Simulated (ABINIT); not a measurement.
Planning a run of ABINIT 10.8.3 on CsH (Fm-3m). The input:

```
acell 3*1.0 Angstrom
rprim 
  -0.000000000000 3.188000000000 3.188000000000
  3.188000000000 -0.000000000000 3.188000000000
  3.188000000000 3.188000000000 -0.000000000000
ntypat 2
znucl 55 1
natom 2
typat 1 2
xred 
  0.000000000000 0.000000000000 0.000000000000
  0.500000000000 0.500000000000 0.500000000000
pp_dirpath "pseudos"
pseudos "Cs.upf, H.upf"
ecut 31
ngkpt 4 4 4
nshiftk 1
shiftk 0 0 0
kptopt 1
chksymbreak 0
istwfk *1
occopt 1
irdwfk 1
optdriver 4
nband 31
gwcalctyp 28
ecutsigx 31
symsigma 0
nkptgw 8
kptgw 
  0.0000000000 0.0000000000 0.0000000000
  0.2500000000 0.0000000000 0.0000000000
  0.5000000000 0.0000000000 0.0000000000
  0.2500000000 0.2500000000 0.0000000000
  0.5000000000 0.2500000000 0.0000000000
  -0.2500000000 0.2500000000 0.0000000000
  0.5000000000 0.5000000000 0.0000000000
  -0.2500000000 0.5000000000 0.2500000000
bdgw 
  1 11
  1 11
  1 11
  1 11
  1 11
  1 11
  1 11
  1 11
ecuteps 3.2
irdscr 1
ppmodel 1
irdqps 1
indata_prefix "in"
outdata_prefix "out"
tmpdata_prefix "tmp"
```

The database entry behind the starting cell differs from later determinations by our own check (0.1 to 0.3 % short, probably kX units), so it need not match the best structure at ambient conditions.

```sh
OMP_NUM_THREADS=1 mpirun -n 4 abinit run.abi > log
```

**Question.** How long will it take on 4 MPI ranks of Arm Neoverse V1, shared host, and how much memory?

It took 31 s; on shared hardware allow 15 s to 62 s. Peak host memory was 1.1 GiB.

[Paths, hosts, dates, memory and timing lines, banners, echoed tables and standing remarks are left out of the program output.]

[Logs are printed without paths, hosts, clocks, repeated set-up lines and the standing remarks that a program may print on its own settings, such as how far it seeks lower states.]

[Runs of the session that timed out or met a known fault of the program may be left out.]

[Hosts, paths, dates, database ids (printed as entryN), source tags and the programs' standing remarks are cut or masked in the printed files.]

[G0W0 gaps are taken among the corrected bands and points alone; a level outside them can change the order at an edge.]

[Where Ansatz stands beside ABINIT at settings called matched, ABINIT's density can come from a denser mesh and the files from another edition; pairs whose starting gaps differed by over 0.03 eV were left out, so agreement reads better than it is.]
